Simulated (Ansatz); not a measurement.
**Lattice dynamics of AlPt3N (built on the sites of a database entry of InNi3N)**

How does AlPt3N (built on the sites of a database entry of InNi3N) vibrate, and is this structure a minimum?

Method: DFT LDA, scalar-relativistic, plane waves, PAW, in Ansatz 0.2.0.

Most raw output is cut from this account.

The structure was built from a prototype and need not be the compound's stable phase.

### Step 1. The structure

It takes space group Pm-3m (No. 221, cubic). The conventional cell has a = 3.922 Å, b = 3.922 Å, c = 3.922 Å, α = 90.00°, β = 90.00°, γ = 90.00°. Nearest to Al lie 12 Pt at 2.77 Å. Nearest to Pt lie 2 N at 1.96 Å. Nearest to N lie 6 Pt at 1.96 Å. Farther neighbours and most contacts between anions are not listed.

Coordinates:

```cif
data_structure
_symmetry_space_group_name_H-M 'P 1'
_symmetry_Int_Tables_number 1
_cell_length_a 3.9216
_cell_length_b 3.9216
_cell_length_c 3.9216
_cell_angle_alpha 90.000
_cell_angle_beta 90.000
_cell_angle_gamma 90.000
_cell_volume 60.31
loop_
_atom_site_label
_atom_site_type_symbol
_atom_site_fract_x
_atom_site_fract_y
_atom_site_fract_z
_atom_site_occupancy
Al1 Al 0.00000 0.00000 0.00000 1
Pt2 Pt 0.50000 0.50000 0.00000 1
Pt3 Pt 0.50000 0.00000 0.50000 1
Pt4 Pt 0.00000 0.50000 0.50000 1
N5 N 0.50000 0.50000 0.50000 1
```

### Step 2. Coarse relaxation

The start is far from rest, so a relaxation with loose tolerances brings it close first.

Input file input.yaml:

```yaml
crystal:
  lattice:
    - [3.92158, 0.0, 0.0]
    - [0.0, 3.92158, 0.0]
    - [0.0, 0.0, 3.92158]
  atoms:
    - { symbol: Al, position: [0.0, 0.0, 0.0] }
    - { symbol: Pt, position: [0.5, 0.5, 0.0] }
    - { symbol: Pt, position: [0.5, 0.0, 0.5] }
    - { symbol: Pt, position: [0.0, 0.5, 0.5] }
    - { symbol: "N", position: [0.5, 0.5, 0.5] }
kpoints:
  mp_grid: { grid: [6, 6, 6] }
hamiltonian:
  xc: lda
scf:
  occupations: { method: gaussian, width: 0.1 }
output:
  forces: true
  stress: true
  eigenvalues: true
relax:
  adjacent_minimum: "off"
  f_tol: 0.05
  max_steps: 80
  cell: { stress_tol: 0.5 }
```

Command:

```console
> ansatz run input.yaml --threads 8 --pin off --max-ram 14336MiB --backend cpu --events-out ev --progress --plain --runs-dir out
```

Run time: 2.3 s. Hardware: 8 threads of Intel Xeon Platinum 8259CL at 2.50GHz (Skylake/Cascade Lake), shared host; peak memory 0.49 GiB.

Relaxation path:

```csv
step,energy less that of the first step (eV),largest force component (eV/Å),pressure (GPa),volume (Å³)
1,0.0000,0.0000,45.14,60.31
2,-1.0831,0.0000,-1.31,69.57
3,-1.0850,0.0000,-0.29,69.27
4*,-1.1095,0.0000,0.17,69.27
```

Relaxation steps marked * repeat the geometry before them on a plane-wave basis chosen anew for their cell, so energy and pressure can jump there.

Forces are held to the 48 operations that the run works with; a distortion that breaks them can't arise in this run.

```csv
"conventional cell, symmetrised",before,after,change
a (Å),3.922,4.107,+4.7 %
b (Å),3.922,4.107,+4.7 %
c (Å),3.922,4.107,+4.7 %
volume (Å³/atom),12.06,13.85,+14.9 %
```

Final coordinates:

```cif
data_structure
_symmetry_space_group_name_H-M 'P 1'
_symmetry_Int_Tables_number 1
_cell_length_a 4.1068
_cell_length_b 4.1068
_cell_length_c 4.1068
_cell_angle_alpha 90.000
_cell_angle_beta 90.000
_cell_angle_gamma 90.000
_cell_volume 69.27
loop_
_atom_site_label
_atom_site_type_symbol
_atom_site_fract_x
_atom_site_fract_y
_atom_site_fract_z
_atom_site_occupancy
Al1 Al 0.00000 0.00000 0.00000 1
Pt2 Pt 0.50000 0.50000 0.00000 1
Pt3 Pt 0.50000 0.00000 0.50000 1
Pt4 Pt 0.00000 0.50000 0.50000 1
N5 N 0.50000 0.50000 0.50000 1
```

This step gave:

* pressure: 0.1711 GPa
* volume per atom: 13.85 Å³
* gap on the k-mesh: 0 eV

In this step the volume went from 12.06 to 13.85 Å³/atom.

### Step 3. Relaxation

Harmonic phonons are second derivatives at a point where the forces vanish, and they are wanted at zero stress, so atoms and cell are relaxed first.

Input file input.yaml:

```yaml
crystal:
  lattice:
    - [4.1068454248, 0.0, 0.0]
    - [0.0, 4.1068454248, 0.0]
    - [0.0, 0.0, 4.1068454248]
  atoms:
    - { symbol: Al, position: [0.0, 0.0, 0.0] }
    - { symbol: Pt, position: [0.5, 0.5, 0.0] }
    - { symbol: Pt, position: [0.5, 0.0, 0.5] }
    - { symbol: Pt, position: [0.0, 0.5, 0.5] }
    - { symbol: "N", position: [0.5, 0.5, 0.5] }
kpoints:
  mp_grid: { grid: [8, 8, 8] }
hamiltonian:
  xc: lda
scf:
  occupations: { method: gaussian, width: 0.1 }
output:
  forces: true
  stress: true
  eigenvalues: true
  write_density: true
  write_potential: true
  elf: true
  volumetric_format: npy
relax:
  adjacent_minimum: "off"
  f_tol: 0.005
  max_steps: 80
  cell: { stress_tol: 0.05 }
```

It took 3 s on 8 threads; peak memory 0.56 GiB.

Little changed from the start: no atom moved by 0.005 Å and no cell edge by 0.1 %.

Numbers from this step:

| Property | Result |
| --- | --- |
| pressure | -0.04322 GPa |
| volume per atom | 13.86 Å³ |

Valence density in the ac plane at fractional y = 0.500, with atoms of Pt and N within 0.2 Å of it. It is the smooth field of the valence electrons, not physical close to the nuclei.

Ten even steps from '0' (0 e/Å³) to '9' (11 e/Å³), each cell a mean:
```
00001478630000
00000245310000
00000011100000
00000000000000
33100011000013
76200122100136
97310123210158
97200122210147
43100011100024
11000000000001
00000001000000
00000123210000
00001377630000
00001499730000
```
Columns run along a (4.1 Å), rows up along c (4.1 Å). Atoms in or near the plane, at fractional coordinates: Pt at (0.50, 0.00), Pt at (0.00, 0.50), N at (0.50, 0.50).

ELF in the ac plane at fractional y = 0.500, with atoms of Pt and N within 0.2 Å of it. It is the smooth field of the valence electrons, not physical close to the nuclei.

Values, 14 rows by 14 columns, each cell a mean:
```
0.16 0.18 0.23 0.29 0.45 0.61 0.68 0.68 0.67 0.58 0.37 0.27 0.21 0.18
0.21 0.21 0.22 0.26 0.39 0.53 0.60 0.59 0.58 0.50 0.33 0.25 0.21 0.21
0.27 0.27 0.23 0.21 0.23 0.27 0.30 0.30 0.29 0.26 0.21 0.21 0.25 0.27
0.38 0.37 0.28 0.20 0.19 0.25 0.34 0.37 0.31 0.23 0.18 0.21 0.33 0.37
0.58 0.57 0.41 0.23 0.32 0.56 0.74 0.76 0.69 0.50 0.23 0.26 0.50 0.58
0.66 0.67 0.47 0.25 0.46 0.72 0.64 0.55 0.71 0.69 0.31 0.29 0.58 0.67
0.67 0.68 0.48 0.25 0.56 0.76 0.34 0.12 0.55 0.76 0.37 0.30 0.59 0.68
0.67 0.68 0.48 0.25 0.52 0.75 0.50 0.34 0.64 0.74 0.34 0.30 0.60 0.68
0.61 0.61 0.43 0.23 0.35 0.62 0.75 0.76 0.72 0.56 0.25 0.27 0.53 0.61
0.46 0.45 0.33 0.21 0.22 0.35 0.52 0.56 0.46 0.32 0.19 0.23 0.39 0.45
0.29 0.28 0.24 0.20 0.21 0.23 0.25 0.25 0.25 0.23 0.20 0.21 0.26 0.29
0.24 0.23 0.22 0.24 0.33 0.43 0.48 0.48 0.47 0.41 0.28 0.23 0.22 0.23
0.17 0.19 0.23 0.28 0.45 0.61 0.68 0.68 0.67 0.57 0.37 0.27 0.21 0.18
0.15 0.17 0.24 0.29 0.46 0.61 0.67 0.67 0.66 0.58 0.38 0.27 0.21 0.16
```
Columns run along a (4.1 Å), rows up along c (4.1 Å). Atoms in or near the plane, at fractional coordinates: Pt at (0.50, 0.00), Pt at (0.00, 0.50), N at (0.50, 0.50).

Electrostatic potential energy in the ac plane at fractional y = 0.500, with atoms of Pt and N within 0.2 Å of it. With pseudopotentials it is smooth inside the atoms' cores, unlike the true potential.

Ten even steps from '0' (-64 eV) to '9' (21 eV), each cell a mean:
```
99996300138999
99997521358999
99999866789999
78999988899988
34789876899853
01478743588731
00368610368610
00378621478620
23689866789853
66899988899976
99999876789999
99998633479999
99996300148999
99996200037999
```
Columns run along a (4.1 Å; values clipped at the 3rd and 97th percentile), rows up along c (4.1 Å). Atoms in or near the plane, at fractional coordinates: Pt at (0.50, 0.00), Pt at (0.00, 0.50), N at (0.50, 0.50).

In this step the volume went from 13.85 to 13.86 Å³/atom.

### Step 4. Relaxing to small forces for the phonons

Phonons need a cell at rest on their own settings, so the relaxation is repeated with tight tolerances on forces and stress on the k mesh and occupations of the first response run.

Input file input.yaml:

```yaml
crystal:
  lattice:
    - [4.1076068523, 0.0, 0.0]
    - [0.0, 4.1076068523, 0.0]
    - [0.0, 0.0, 4.1076068523]
  atoms:
    - { symbol: Al, position: [0.0, 0.0, 0.0] }
    - { symbol: Pt, position: [0.5, 0.5, 0.0] }
    - { symbol: Pt, position: [0.5, 0.0, 0.5] }
    - { symbol: Pt, position: [0.0, 0.5, 0.5] }
    - { symbol: "N", position: [0.5, 0.5, 0.5] }
kpoints:
  mp_grid: { grid: [8, 8, 8] }
hamiltonian:
  xc: lda
scf:
  occupations: { method: methfessel_paxton, width: 0.15 }
output:
  forces: true
  stress: true
  eigenvalues: true
relax:
  adjacent_minimum: "off"
  f_tol: 0.001
  max_steps: 60
  cell: { stress_tol: 0.01 }
```

Wall time 7.1 s (8 threads); peak memory 0.56 GiB.

Little changed from the start: no atom moved by 0.005 Å and no cell edge by 0.1 %.

This step gave:

```
pressure : -5.40e-4 GPa
```

The forces vanish by symmetry and the pressure is -0.001 GPa, within the tolerances set. The cell now holds 13.86 Å³/atom.

### Step 5. Zone-centre response

The zone centre comes first: it holds the modes that light can see, as far as symmetry allows. No field response is asked, since the mesh shows no gap.

input.yaml, the sections that differ from step 4:

```yaml
crystal:
  lattice:
    - [4.1073061256, 0.0, 0.0]
    - [0.0, 4.1073061256, 0.0]
    - [0.0, 0.0, 4.1073061256]
  atoms:
    - { symbol: Al, position: [0.0, 0.0, 0.0] }
    - { symbol: Pt, position: [0.5, 0.5, 0.0] }
    - { symbol: Pt, position: [0.5, 0.0, 0.5] }
    - { symbol: Pt, position: [0.0, 0.5, 0.5] }
    - { symbol: "N", position: [0.5, 0.5, 0.5] }
output:
  eigenvalues: true
phonons:
  method: dfpt
# kpoints, hamiltonian, scf: as in step 4
# relax: removed
```

Elapsed: 21 s, on 8 threads; peak memory 1.3 GiB.

Numbers from this step:

```
sum-rule residual before enforcement                    : 3.48e-5 eV/Å²
point group                                             : m-3m
highest optical mode at the zone centre (no LO-TO term) : 348.7 cm⁻¹
lowest optical zone-centre mode                         : -138.7 cm⁻¹
```

Patterns of degenerate modes are one choice out of their space. Modes at Γ, with each element's share of the kinetic energy (negative means imaginary):

```csv
mode,frequency (cm⁻¹),symmetry,Al %,Pt %,N %
1,-138.7,T1u,28,49,23
2,-138.7,T1u,28,49,23
3,-138.7,T1u,28,49,23
4,-104.8,T2u,0,100,0
5,-104.8,T2u,0,100,0
6,-104.8,T2u,0,100,0
7,0.0,acoustic,4,93,2
8,0.0,acoustic,4,93,2
9,0.0,acoustic,4,93,2
10,57.2,T1u,67,28,5
11,57.2,T1u,67,28,5
12,57.2,T1u,67,28,5
13,348.7,T1u,1,29,70
14,348.7,T1u,1,29,70
15,348.7,T1u,1,29,70
```

Displacements in mode 1 (-138.7 cm⁻¹), the largest set to 1:
```
Al1  0.25  0.79  0.24
Pt2 -0.07 -0.21  0.07
Pt3 -0.07  0.25 -0.06
Pt4  0.08 -0.21 -0.06
N5   0.31  1.00  0.30
```

Displacements in mode 15 (348.7 cm⁻¹), the largest set to 1:
```
Al1  0.00  0.00 -0.10
Pt2  0.00  0.00 -0.16
Pt3  0.00  0.00  0.05
Pt4  0.00  0.00  0.05
N5   0.00  0.00  1.00
```

Before it was imposed, the acoustic sum rule was missed by 3.5e-5 eV/Å². Small misses are needed for a sound result but don't prove that mesh and cutoff are converged. The lowest optical mode is imaginary, 138.7i cm⁻¹, so the energy falls along it.

### Step 6. The dispersion

Stability and thermal properties need the whole zone. Linear response on a 4×4×4 q mesh gives force constants as far as a supercell of that size would.

input.yaml: that of step 5 with these lines changed.

```diff
@@ -21 +21,8 @@
   method: dfpt
+  qmesh: [4, 4, 4]
+  temperatures: { t_max: 1000, t_step: 50 }
+  qpath:
+    path:
+      - [[0.0, 0.0, 0.0], [0.0, 0.5, 0.0], [0.5, 0.5, 0.0], [0.0, 0.0, 0.0], [0.5, 0.5, 0.5], [0.0, 0.5, 0.0]]
+      - [[0.5, 0.5, 0.5], [0.5, 0.5, 0.0]]
+    npoints: 10
```

Run time: 8.3 min. Hardware: 8 threads; peak memory 3.1 GiB.

Numbers from this step:

```
sum-rule residual before enforcement                    : 3.41e-5 eV/Å²
lowest frequency on the path                            : -138.7 cm⁻¹
highest frequency on the path or at a solved wavevector : 586.8 cm⁻¹
lowest mode on the q mesh (acoustic modes at Γ apart)   : -138.7 cm⁻¹
```

Frequencies (cm⁻¹) solved at each irreducible wavevector; negative means imaginary. Frequencies by wavevector, by row:

```csv
q in reciprocal lattice units,star,mode 1,mode 2,mode 3,mode 4,mode 13,mode 14,mode 15
0 0 0,1,-138.7,-138.7,-138.7,-104.8,348.7,348.7,348.7
0 0 0.25,6,-128.9,-128.9,-91.6,-91.6,358.9,358.9,472.8
0 0 -0.5,3,-114.9,-114.9,-89.8,-67.4,370.4,370.4,586.8
0 0.25 0.25,12,-113.3,-95.3,-91.3,-74.7,368.1,467.4,470.3
0 0.25 -0.5,12,-102.5,-88.3,-70.1,-69.6,379.2,456.9,578.7
0 -0.5 -0.5,3,-86.6,-77.5,-77.5,-71.8,385.4,566.7,566.7
0.25 0.25 0.25,8,-102.2,-89.1,-89.1,-27.1,458.8,458.8,464.9
0.25 0.25 -0.5,12,-95.4,-87.7,-66.3,-17.1,449.2,456.2,573.2
0.25 -0.5 -0.5,6,-78.4,-78.4,-70.1,54.9,456.9,569.2,569.2
-0.5 -0.5 -0.5,1,-69.2,-69.2,-69.2,47,566.5,566.5,566.5
```

Interpolated from a 4×4×4 q mesh. The phonon branches at the labelled points (cm⁻¹):

```csv
point,branch 1,branch 2,branch 3,branch 4,branch 12,branch 13,branch 14,branch 15
Γ,-139,-139,-139,-105,57,349,349,349
halfway,-129,-129,-92,-92,136,359,359,473
X,-115,-115,-90,-67,177,370,370,587
halfway,-102,-88,-70,-70,178,379,457,579
M,-87,-78,-78,-72,180,385,567,567
halfway,-113,-95,-91,-75,159,368,467,470
Γ,-139,-139,-139,-105,57,349,349,349
halfway,-102,-89,-89,-27,173,459,459,465
R,-69,-69,-69,47,212,566,566,566
halfway,-95,-88,-66,-17,186,449,456,573
X,-115,-115,-90,-67,177,370,370,587
jump to R,-69,-69,-69,47,212,566,566,566
halfway,-78,-78,-70,55,198,457,569,569
M,-87,-78,-78,-72,180,385,567,567
```

The phonon density of states has structure finer than the step of the table below, so its rows give means over 25 cm⁻¹, whole bins alone (the curve runs from -135 to 585 cm⁻¹). Peaks (cm⁻¹: height): -95.0: 0.0992, 75.0: 0.0814, 135.0: 0.0554, 175.0: 0.0335, 385.0: 0.0264, 565.0: 0.0290.

Tetrahedra on a 16×16×16 mesh, mean over bins of 10 cm-1. Interpolated from a 4×4×4 q mesh. Table of phonon density of states by wavenumber; means over each step:

```csv
wavenumber (cm⁻¹),phonon density of states (1/cm⁻¹/cell)
-100,0.0655
-75,0.0714
-50,0.0352
-25,0.0195
0,0.0117
25,0.0153
50,0.0358
75,0.0705
100,0.0542
125,0.0410
150,0.0173
175,0.0228
200,0.00809
225,2.6e-4
250,0
275,0
300,0
325,6.5e-6
350,0.00368
375,0.0205
400,0.0161
425,0.0110
450,0.00936
475,0.00888
500,0.00949
525,0.0106
550,0.0165
```

The partial phonon density of states has structure finer than the step of the table below, so its rows give means over 20 cm⁻¹, whole bins alone (the curve runs from -149 to 611 cm⁻¹). Peaks (cm⁻¹: height): Al 80.7: 0.0473; N 377.1: 0.0209, 405.7: 0.0272, 444.0: 0.0202, 496.6: 0.0184, 539.6: 0.0212, 568.3: 0.0246; Pt -91.4: 0.0915, 52.0: 0.0366, 133.3: 0.0330, 181.1: 0.0279.

Phonopy on the run's constants, 13x13x13 mesh, Gaussian sigma 5.4 cm-1. Interpolated from a 4×4×4 q mesh. Table of partial phonon density of states by wavenumber; means over each step; values in 1/cm⁻¹/cell:

```csv
wavenumber (cm⁻¹),Al,N,Pt
-120,0.00186,0.00207,0.0118
-100,0.00158,0.00196,0.0625
-80,0.00261,8.9e-4,0.0784
-60,0.00235,8.8e-4,0.0410
-40,0.00251,0.00106,0.0304
-20,8.2e-4,6.6e-4,0.0148
0,3.9e-4,1.7e-4,0.00555
20,6.9e-4,1.5e-4,0.00889
40,0.00387,5.9e-4,0.0215
60,0.0161,0.00116,0.0353
80,0.0422,8.1e-4,0.0308
100,0.0354,0.00114,0.0177
120,0.0196,5.9e-4,0.0202
140,0.0120,2.6e-4,0.0197
160,0.00331,1.7e-4,0.00790
180,0.00350,1.6e-4,0.0223
200,1.3e-4,2.7e-5,0.00702
220,0,0,5.2e-4
240,0,0,0
260,0,0,0
280,0,0,0
300,0,0,0
320,0,1.7e-7,0
340,7.2e-6,5.1e-4,1.9e-4
360,7.6e-5,0.00805,0.00248
380,5.6e-5,0.0169,0.00420
400,8.2e-5,0.0182,0.00287
420,1.4e-5,0.00370,5.3e-4
440,5.3e-5,0.0126,8.7e-4
460,4.4e-5,0.00861,5.6e-4
480,1.7e-5,0.00413,1.1e-4
500,7.5e-5,0.0146,3.6e-4
520,1.9e-5,0.00474,9.6e-5
540,8.0e-5,0.0160,1.2e-4
560,8.2e-5,0.0181,6.1e-5
580,4.3e-5,0.0104,2.0e-5
600,5.5e-7,3.0e-4,5.5e-7
```

Symmetry leaves 10 wavevectors to solve. The lowest mode among them, the acoustic zeros apart, lies at Γ and is imaginary, 138.7i cm⁻¹, so the energy falls along it.

### Step 7. The same by displaced supercells

Finite displacements in a 2×2×2 supercell give force constants from forces alone. They are exact at the wavevectors that the supercell holds, where they check the linear-response result.

input.yaml: that of step 6 with these lines changed.

```diff
@@ -20,4 +20,4 @@
 phonons:
-  method: dfpt
-  qmesh: [4, 4, 4]
+  method: fd
+  supercell: [2, 2, 2]
   temperatures: { t_max: 1000, t_step: 50 }
```

It took 1.8 min on 8 threads; peak memory 7.2 GiB.

This step gave:

```
atoms in the supercell               : 40
sum-rule residual before enforcement : 3.06e-4 eV/Å²
```

Interpolated from a 2×2×2 supercell, rough between the solved points. Phonon branches along the path, in cm⁻¹:

```csv
point,branch 1,branch 2,branch 3,branch 4,branch 12,branch 13,branch 14,branch 15
Γ,-139,-139,-139,-105,57,349,349,349
halfway,-123,-123,-98,-93,140,359,359,472
X,-115,-115,-90,-67,177,370,370,587
halfway,-102,-85,-80,-72,173,378,472,577
M,-87,-78,-78,-72,180,385,567,567
halfway,-109,-95,-89,-83,149,368,470,473
Γ,-139,-139,-139,-105,57,349,349,349
halfway,-94,-81,-81,-43,160,474,474,474
R,-69,-69,-69,47,212,566,566,566
halfway,-84,-84,-72,-40,180,474,477,572
X,-115,-115,-90,-67,177,370,370,587
jump to R,-69,-69,-69,47,212,566,566,566
halfway,-78,-78,-70,45,194,479,567,567
M,-87,-78,-78,-72,180,385,567,567
```

Tetrahedra on a 16×16×16 mesh, mean over bins of 10 cm-1. Interpolated from a 2×2×2 supercell, rough between the solved points. The phonon density of states by wavenumber; read off at these points:

```csv
wavenumber (cm⁻¹),phonon density of states (1/cm⁻¹/cell)
-135,0.0013
-105,0.0318
-85,0.122
-65,0.0380
-35,0.0191
5,0.0108
35,0.0143
75,0.0686
85,0.108
105,0.0510
135,0.0642
175,0.0351
205,0.00273
245,0
275,0
315,0
345,1.1e-4
375,0.0219
415,0.0104
445,0.0089
485,0.00913
515,0.0128
555,0.0173
565,0.0338
585,0.00179
```

At Γ the two methods differ by at most 0.0 cm⁻¹.

### Step 8. Outcome

```
space group after relaxation (within 0.01 Å)            : Pm-3m
volume per atom                                         : 13.9 Å³
electronic character                                    : no gap on this mesh
highest optical mode at the zone centre (no LO-TO term) : 349 cm⁻¹
lowest optical zone-centre mode                         : -139 cm⁻¹
lowest mode on the q mesh (acoustic modes at Γ apart)   : -139 cm⁻¹
highest frequency on the path or at a solved wavevector : 587 cm⁻¹
imaginary modes on the 4×4×4 q mesh                     : yes
```

Modes are clearly imaginary (beyond 10i cm⁻¹) at 10 of the 10 irreducible wavevectors, most at Γ (138.7i cm⁻¹), so this structure is not a minimum of the energy. The optical modes at Γ span -139 to 349 cm⁻¹ (negative means imaginary). The highest mode in this list at Γ, 348.7 cm⁻¹, has its largest share on N (70 % of the kinetic energy). Finite displacements and linear response differ by 0.0 cm⁻¹ in the highest zone-centre mode. With no gap, or one that is small against the smearing, the frequencies hang on the k mesh and the smearing, most of all near Kohn anomalies. Spin-orbit coupling is left out, which can matter for the heavy elements here. The starting cell was built on a prototype and not taken from a measurement, so the phase need not exist. These are harmonic frequencies at zero temperature: anharmonic shifts, linewidths and thermal expansion are left out.

[Logs are printed without paths, hosts, clocks, repeated set-up lines and the standing remarks that a program may print on its own settings, such as how far it seeks lower states.]

[Hosts, paths, dates, database ids (printed as entryN), source tags and the programs' standing remarks are cut or masked in the printed files.]
